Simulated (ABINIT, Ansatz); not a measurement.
**KTaO3 (Pm-3m): third-order response**

Wanted: vibrational spectra of KTaO3 (Pm-3m) from linear and non-linear response.

Method: DFT LDA, scalar-relativistic, plane waves, PseudoDojo norm-conserving pseudopotentials, in ABINIT 10.8.3.

### 1. The structure

It takes space group Pm-3m (No. 221, cubic). Conventional cell: a = 3.988 Å, b = 3.988 Å, c = 3.988 Å, α = 90.00°, β = 90.00°, γ = 90.00°. Nearest to K lie 12 O at 2.82 Å. Nearest to Ta lie 6 O at 1.99 Å. Nearest to O lie 2 Ta at 1.99 Å and 4 K at 2.82 Å. Farther neighbours and most contacts between anions are not listed.

As a file:

```cif
data_structure
_symmetry_space_group_name_H-M 'P 1'
_symmetry_Int_Tables_number 1
_cell_length_a 3.9883
_cell_length_b 3.9883
_cell_length_c 3.9883
_cell_angle_alpha 90.000
_cell_angle_beta 90.000
_cell_angle_gamma 90.000
_cell_volume 63.44
loop_
_atom_site_label
_atom_site_type_symbol
_atom_site_fract_x
_atom_site_fract_y
_atom_site_fract_z
_atom_site_occupancy
K1 K 0.50000 0.50000 0.50000 1
Ta2 Ta 0.00000 0.00000 0.00000 1
O3 O 0.50000 0.00000 0.00000 1
O4 O 0.00000 0.50000 0.00000 1
O5 O 0.00000 0.00000 0.50000 1
```

### 2. A first look

A first run with smearing and empty bands tells whether the crystal has a gap, which decides between fixed occupations and smearing later on.

The input, probe.abi:

```
# ground state
tolvrs 1.0d-08
prtden 1
prtwf 1

# basis, mesh and filling
ecut 36.0
ngkpt 4 4 4
nshiftk 1
shiftk 0.0 0.0 0.0
istwfk *1
occopt 7
tsmear 0.005
nband 29
nstep 100
diemac 9.0
prtebands 0
prtgsr 0

# cell and atoms
acell 3*1.0 Angstrom
rprim 
    3.9883 0.0 0.0
    0.0 3.9883 0.0
    0.0 0.0 3.9883
ntypat 3
znucl 19 73 8
natom 5
typat 1 2 3 3 3
xred 
    0.5 0.5 0.5
    0.0 0.0 0.0
    0.5 0.0 0.0
    0.0 0.5 0.0
    0.0 0.0 0.5
pp_dirpath "./pseudo"
pseudos "K.upf, Ta.upf, O.upf"
```

Launch:

```console
OMP_NUM_THREADS=1 mpirun -n 10 abinit probe.abi > probe.log
```

Numbers of over 12 decimals in the logs are rounded to 6 here.

probe.abo, the main output file:

```text
[banners, grids, parts of the stress and lines that vanish by symmetry left out]
- input  file    -> probe.abi
- output file    -> probe.abo
- root for input  files -> probei
[...]
Symmetries : space group Pm -3 m (#221); Bravais cP (primitive cubic)
[...]
mpw =        4468          nfft =       91125          nkpt =          10
[...]
== DATASET  1 ==================================================================
[...]
cutoff_energies: {ecut:  36.0, pawecutdg:  -1.0, }
[...]
ETOT  1  -144.36721752370    -1.444E+02 9.232E-02 1.616E+03
 ETOT  2  -143.00470961116     1.363E+00 2.261E-02 6.094E+03
 ETOT  3  -144.86076192391    -1.856E+00 1.352E-02 1.061E+02
 ETOT  4  -144.87918963218    -1.843E-02 7.200E-03 3.247E+01
 ETOT  5  -144.88373361123    -4.544E-03 1.374E-03 4.785E+00
[...]
ETOT 10  -144.88519466898    -3.517E-09 4.268E-05 1.067E-07
 ETOT 11  -144.88519466901    -3.024E-11 3.823E-05 3.672E-10
 At SCF step   11       vres2   =  3.67E-10 < tolvrs=  1.00E-08 =>converged.
[...]
sigma(1 1)=  2.88638162E-04  sigma(3 2)=  0.00000000E+00
  sigma(2 2)=  2.88638162E-04  sigma(3 1)=  0.00000000E+00
  sigma(3 3)=  2.88638162E-04  sigma(2 1)=  0.00000000E+00
[...]
convergence: {deltae: -3.024E-11, res2:  3.672E-10, residm:  3.823E-05, diffor: null, }
etotal    :  -1.44885195E+02
[...]
sigma(1 1)=  2.88638162E-04  sigma(3 2)=  0.00000000E+00
  sigma(2 2)=  2.88638162E-04  sigma(3 1)=  0.00000000E+00
  sigma(3 3)=  2.88638162E-04  sigma(2 1)=  0.00000000E+00
[...]
- sigma(1 1)=  8.49202792E+00  sigma(3 2)=  0.00000000E+00
- sigma(2 2)=  8.49202792E+00  sigma(3 1)=  0.00000000E+00
- sigma(3 3)=  8.49202792E+00  sigma(2 1)=  0.00000000E+00
[...]
fcart     -0.0000000000E+00 -0.0000000000E+00 -0.0000000000E+00
           strten      2.8863816238E-04  2.8863816238E-04  2.8863816238E-04
================================================================================

[key lines of the parts left out:]
pressure_GPa:  -8.4920E+00
```

Elapsed: 11 s, on 10 MPI ranks of Arm Neoverse V1, shared host.

Numbers from this step:

- volume per atom: 12.69 Å³
- pressure: -8.492 GPa
- gap on the k-mesh: 2.071 eV

A gap of 2.1 eV opens on this mesh, so the crystal is taken as an insulator; the printed pressure holds the stress of the finite basis too.

### 3. Relaxation

The harmonic expansion needs vanishing forces, and a free crystal bears no stress, so cell and atoms are brought to rest. Stress is more sensitive to the basis than forces are: the last 3 Ha under the cutoff are smoothed with ecutsm, and the cutoff is raised above that of the later runs.

The input, relax.abi:

```
# relaxation
ionmov 2
optcell 2
dilatmx 1.08
ntime 40
tolmxf 1.0d-05
tolvrs 1.0d-14
prtwf 0
prtden 0
chksymtnons 0

# basis, mesh and filling
ecut 44.0
ecutsm 3.0
ngkpt 6 6 6
nshiftk 1
shiftk 0.0 0.0 0.0
istwfk *1
occopt 1
nband 20
nstep 100
diemac 9.0
prtebands 0
prtgsr 0

# cell and atoms
acell 3*1.0 Angstrom
rprim 
    3.9883 0.0 0.0
    0.0 3.9883 0.0
    0.0 0.0 3.9883
ntypat 3
znucl 19 73 8
natom 5
typat 1 2 3 3 3
xred 
    0.5 0.5 0.5
    0.0 0.0 0.0
    0.5 0.0 0.0
    0.0 0.5 0.0
    0.0 0.0 0.5
pp_dirpath "./pseudo"
pseudos "K.upf, Ta.upf, O.upf"
```

Launch:

```console
OMP_NUM_THREADS=1 mpirun -n 16 abinit relax.abi > relax.log
```

relax.abo, the main output file:

```text
[banners, grids, parts of the stress and lines that vanish by symmetry left out]
- input  file    -> relax.abi
- output file    -> relax.abo
- root for input  files -> relaxi
[...]
Symmetries : space group Pm -3 m (#221); Bravais cP (primitive cubic)
[...]
mpw =        7571          nfft =      125000          nkpt =          20
[...]
== DATASET  1 ==================================================================
[...]
-    --> not optimal distribution: autoparal keyword recommended in input file <--
[...]
cutoff_energies: {ecut:  44.0, pawecutdg:  -1.0, }
[...]
ETOT  1  -144.40826721957    -1.444E+02 2.526E-01 1.227E+03
 ETOT  2  -144.42405315947    -1.579E-02 3.146E-02 1.842E+03
 ETOT  3  -144.85118094818    -4.271E-01 9.970E-02 1.901E+02
 ETOT  4  -144.87751360334    -2.633E-02 2.382E-03 5.368E+01
 ETOT  5  -144.88702797291    -9.514E-03 1.806E-04 6.135E-01
[...]
At SCF step   17       vres2   =  3.09E-15 < tolvrs=  1.00E-14 =>converged.
[...]
sigma(1 1)=  2.58505223E-04  sigma(3 2)=  0.00000000E+00
  sigma(2 2)=  2.58505223E-04  sigma(3 1)=  0.00000000E+00
  sigma(3 3)=  2.58505223E-04  sigma(2 1)=  0.00000000E+00
[...]
convergence: {deltae: -4.633E-12, res2:  3.092E-15, residm:  5.072E-14, diffor: null, }
etotal    :  -1.44887169E+02
[...]
ETOT  1  -144.87879898861    -1.449E+02 5.824E-04 1.197E+02
[...]
At SCF step   15       vres2   =  2.36E-15 < tolvrs=  1.00E-14 =>converged.
[...]
sigma(1 1)=  1.02723464E-04  sigma(3 2)=  0.00000000E+00
  sigma(2 2)=  1.02723464E-04  sigma(3 1)=  0.00000000E+00
  sigma(3 3)=  1.02723464E-04  sigma(2 1)=  0.00000000E+00
[...]
convergence: {deltae:  6.878E-12, res2:  2.358E-15, residm:  3.473E-18, diffor: null, }
etotal    :  -1.44888971E+02
[...]
ETOT  1  -144.88508422019    -1.449E+02 1.044E-02 4.956E+01
[...]
At SCF step   15       vres2   =  2.84E-15 < tolvrs=  1.00E-14 =>converged.
[...]
sigma(1 1)= -5.75765017E-06  sigma(3 2)=  0.00000000E+00
  sigma(2 2)= -5.75765017E-06  sigma(3 1)=  0.00000000E+00
  sigma(3 3)= -5.75765017E-06  sigma(2 1)=  0.00000000E+00
[...]
convergence: {deltae: -4.889E-12, res2:  2.844E-15, residm:  1.733E-18, diffor: null, }
etotal    :  -1.44889275E+02
[...]
ETOT  1  -144.88926415640    -1.449E+02 6.873E-10 1.404E-01
[...]
At SCF step   12       vres2   =  6.10E-15 < tolvrs=  1.00E-14 =>converged.
[...]
sigma(1 1)=  1.14101230E-07  sigma(3 2)=  0.00000000E+00
  sigma(2 2)=  1.14101230E-07  sigma(3 1)=  0.00000000E+00
  sigma(3 3)=  1.14101230E-07  sigma(2 1)=  0.00000000E+00
[...]
convergence: {deltae: -5.798E-12, res2:  6.096E-15, residm:  2.912E-17, diffor: null, }
etotal    :  -1.44889276E+02
[...]
ETOT  1  -144.88927618768    -1.449E+02 5.927E-12 5.300E-05
[...]
ETOT  9  -144.88927619221     5.429E-12 7.939E-18 1.523E-14
 ETOT 10  -144.88927619222    -1.060E-11 5.261E-19 6.324E-16
 At SCF step   10       vres2   =  6.32E-16 < tolvrs=  1.00E-14 =>converged.
[...]
sigma(1 1)=  1.19352677E-10  sigma(3 2)=  0.00000000E+00
  sigma(2 2)=  1.19352677E-10  sigma(3 1)=  0.00000000E+00
  sigma(3 3)=  1.19352698E-10  sigma(2 1)=  0.00000000E+00
[...]
convergence: {deltae: -1.060E-11, res2:  6.324E-16, residm:  5.261E-19, diffor: null, }
etotal    :  -1.44889276E+02
[...]
At Broyd/MD step   5, gradients are converged :
[...]
sigma(1 1)=  1.19352677E-10  sigma(3 2)=  0.00000000E+00
  sigma(2 2)=  1.19352677E-10  sigma(3 1)=  0.00000000E+00
  sigma(3 3)=  1.19352698E-10  sigma(2 1)=  0.00000000E+00
[...]
- sigma(1 1)=  3.51147699E-06  sigma(3 2)=  0.00000000E+00
- sigma(2 2)=  3.51147699E-06  sigma(3 1)=  0.00000000E+00
- sigma(3 3)=  3.51147760E-06  sigma(2 1)=  0.00000000E+00
[...]
fcart     -0.0000000000E+00 -0.0000000000E+00 -0.0000000000E+00
           strten      1.1935267705E-10  1.1935267705E-10  1.1935269786E-10
================================================================================

[key lines of the parts left out:]
pressure_GPa:  -3.5115E-06
Total energy (etotal) [Ha]= -1.44889276192217E+02
```

Run time: 91 s. Hardware: 16 MPI ranks.

Relaxation path:

| step | energy less that of the first step (eV) | largest force (eV/Å) | volume (Å³) |
| --- | --- | --- | --- |
| 1 | 0.0000 | 0.0000 | 63.44 |
| 2 | -0.0490 | 0.0000 | 61.98 |
| 3 | -0.0573 | 0.0000 | 61.06 |
| 4 | -0.0573 | 0.0000 | 61.11 |
| 5 | -0.0573 | 0.0000 | 61.10 |

| conventional cell, symmetrised | before | after | change |
| --- | --- | --- | --- |
| a (Å) | 3.988 | 3.939 | -1.2 % |
| b (Å) | 3.988 | 3.939 | -1.2 % |
| c (Å) | 3.988 | 3.939 | -1.2 % |
| volume (Å³/atom) | 12.69 | 12.22 | -3.7 % |

Final coordinates:

```xyz
5
Lattice="3.9388 0.0000 0.0000 0.0000 3.9388 0.0000 0.0000 0.0000 3.9388" Properties=species:S:1:pos:R:3 pbc="T T T"
K     1.9694    1.9694    1.9694
Ta    0.0000    0.0000    0.0000
O     1.9694    0.0000    0.0000
O     0.0000    1.9694    0.0000
O     0.0000    0.0000    1.9694
```

Numbers from this step:

- volume per atom: 12.22 Å³
- pressure: -3.51e-6 GPa

The volume changes by -3.7 % in this run and stands -3.7 % from the first cell.

### 4. Self-consistent run for the response

The response is built on these wavefunctions, so the potential is converged far more tightly than an energy would need. The mesh is shifted off Γ, since shifted meshes converge sums over the zone faster.

The input, gs.abi:

```
# ground state
tolvrs 1.0d-16
prtden 1
prtwf 1

# basis, mesh and filling
ecut 36.0
ngkpt 6 6 6
nshiftk 1
shiftk 0.5 0.5 0.5
istwfk *1
occopt 1
nband 20
nstep 100
diemac 9.0
prtebands 0
prtgsr 0

# cell and atoms
acell 3*1.0 Angstrom
rprim 
    3.938751397 0.0 0.0
    0.0 3.938751397 0.0
    0.0 0.0 3.938751397
ntypat 3
znucl 19 73 8
natom 5
typat 1 2 3 3 3
xred 
    0.5 0.5 0.5
    0.0 0.0 0.0
    0.5 0.0 0.0
    0.0 0.5 0.0
    0.0 0.0 0.5
pp_dirpath "./pseudo"
pseudos "K.upf, Ta.upf, O.upf"
```

Launch:

```console
OMP_NUM_THREADS=1 mpirun -n 16 abinit gs.abi > gs.log
```

gs.abo, the main output file:

```text
[banners, grids, parts of the stress and lines that vanish by symmetry left out]
- input  file    -> gs.abi
- output file    -> gs.abo
- root for input  files -> gsi
[...]
Symmetries : space group Pm -3 m (#221); Bravais cP (primitive cubic)
[...]
mpw =        4266          nfft =       91125          nkpt =          10
[...]
== DATASET  1 ==================================================================
[...]
-    --> not optimal distribution: autoparal keyword recommended in input file <--
[...]
cutoff_energies: {ecut:  36.0, pawecutdg:  -1.0, }
[...]
ETOT  1  -144.45723911233    -1.445E+02 1.950E-01 1.057E+03
 ETOT  2  -144.27450968074     1.827E-01 1.629E-02 1.908E+03
 ETOT  3  -144.86297275237    -5.885E-01 8.077E-03 1.021E+02
 ETOT  4  -144.88344453308    -2.047E-02 5.439E-04 2.079E+01
 ETOT  5  -144.88811601577    -4.671E-03 2.703E-05 4.847E-01
[...]
ETOT 18  -144.88827128175     3.439E-12 6.720E-17 6.738E-16
 ETOT 19  -144.88827128175    -2.331E-12 6.863E-18 7.100E-18
 At SCF step   19       vres2   =  7.10E-18 < tolvrs=  1.00E-16 =>converged.
[...]
sigma(1 1)=  3.24080394E-05  sigma(3 2)=  0.00000000E+00
  sigma(2 2)=  3.24080394E-05  sigma(3 1)=  0.00000000E+00
  sigma(3 3)=  3.24080394E-05  sigma(2 1)=  0.00000000E+00
[...]
convergence: {deltae: -2.331E-12, res2:  7.100E-18, residm:  6.863E-18, diffor: null, }
etotal    :  -1.44888271E+02
[...]
sigma(1 1)=  3.24080394E-05  sigma(3 2)=  0.00000000E+00
  sigma(2 2)=  3.24080394E-05  sigma(3 1)=  0.00000000E+00
  sigma(3 3)=  3.24080394E-05  sigma(2 1)=  0.00000000E+00
[...]
- sigma(1 1)=  9.53477438E-01  sigma(3 2)=  0.00000000E+00
- sigma(2 2)=  9.53477438E-01  sigma(3 1)=  0.00000000E+00
- sigma(3 3)=  9.53477438E-01  sigma(2 1)=  0.00000000E+00
[...]
fcart     -0.0000000000E+00 -0.0000000000E+00 -0.0000000000E+00
           strten      3.2408039422E-05  3.2408039422E-05  3.2408039422E-05
================================================================================

[key lines of the parts left out:]
pressure_GPa:  -9.5348E-01
```

Wall time 12 s (16 MPI ranks); 3.1 min of CPU time.

This step gave:

| Quantity | Value |
| --- | --- |
| pressure | -0.9535 GPa |

The cell stands at -0.95 GPa: the relaxation ran with a smoothed and higher cutoff and on another k mesh.

### 5. Empty bands

Empty bands on the ground state's density check that the gap assumed so far is there in this cell.

The input, gap.abi:

```
# empty bands on the ground state's density
iscf -2
getden_filepath "gso_DEN"
tolwfr 1.0d-12
nbdbuf 2
prtwf 0

# basis, mesh and filling
ecut 36.0
ngkpt 6 6 6
nshiftk 1
shiftk 0.0 0.0 0.0
istwfk *1
occopt 1
nband 24
nstep 100
diemac 9.0
prtebands 0
prtgsr 0

# cell and atoms
acell 3*1.0 Angstrom
rprim 
    3.938751397 0.0 0.0
    0.0 3.938751397 0.0
    0.0 0.0 3.938751397
ntypat 3
znucl 19 73 8
natom 5
typat 1 2 3 3 3
xred 
    0.5 0.5 0.5
    0.0 0.0 0.0
    0.5 0.0 0.0
    0.0 0.5 0.0
    0.0 0.0 0.5
pp_dirpath "./pseudo"
pseudos "K.upf, Ta.upf, O.upf"
```

Launch:

```console
OMP_NUM_THREADS=1 mpirun -n 16 abinit gap.abi > gap.log
```

gap.abo, the main output file:

```text
[banners, grids, parts of the stress and lines that vanish by symmetry left out]
- input  file    -> gap.abi
- output file    -> gap.abo
- root for input  files -> gapi
[...]
Symmetries : space group Pm -3 m (#221); Bravais cP (primitive cubic)
[...]
mpw =        4337          nfft =       91125          nkpt =          20
[...]
== DATASET  1 ==================================================================
[...]
-    --> not optimal distribution: autoparal keyword recommended in input file <--
[...]
cutoff_energies: {ecut:  36.0, pawecutdg:  -1.0, }
[...]
-outvars: echo values of variables after computation
            acell      1.8897261259E+00  1.8897261259E+00  1.8897261259E+00 Bohr
================================================================================
```

Run time: 11 s. Hardware: 16 MPI ranks; 2.9 min of CPU time.

Read from the output:

| Quantity | Value |
| --- | --- |
| gap on the k-mesh | 2.168 eV |

In this cell the gap on the mesh is 2.2 eV, indirect (smallest direct 2.8 eV), so fixed occupations hold.

(Continued in part 2 of 3.)

[Host names and launcher messages were left out of these logs when they were recorded.]

[Logs are printed without paths, hosts, clocks, repeated set-up lines and the standing remarks that a program may print on its own settings, such as how far it seeks lower states.]

[Hosts, paths, dates, database ids (printed as entryN), source tags and the programs' standing remarks are cut or masked in the printed files.]
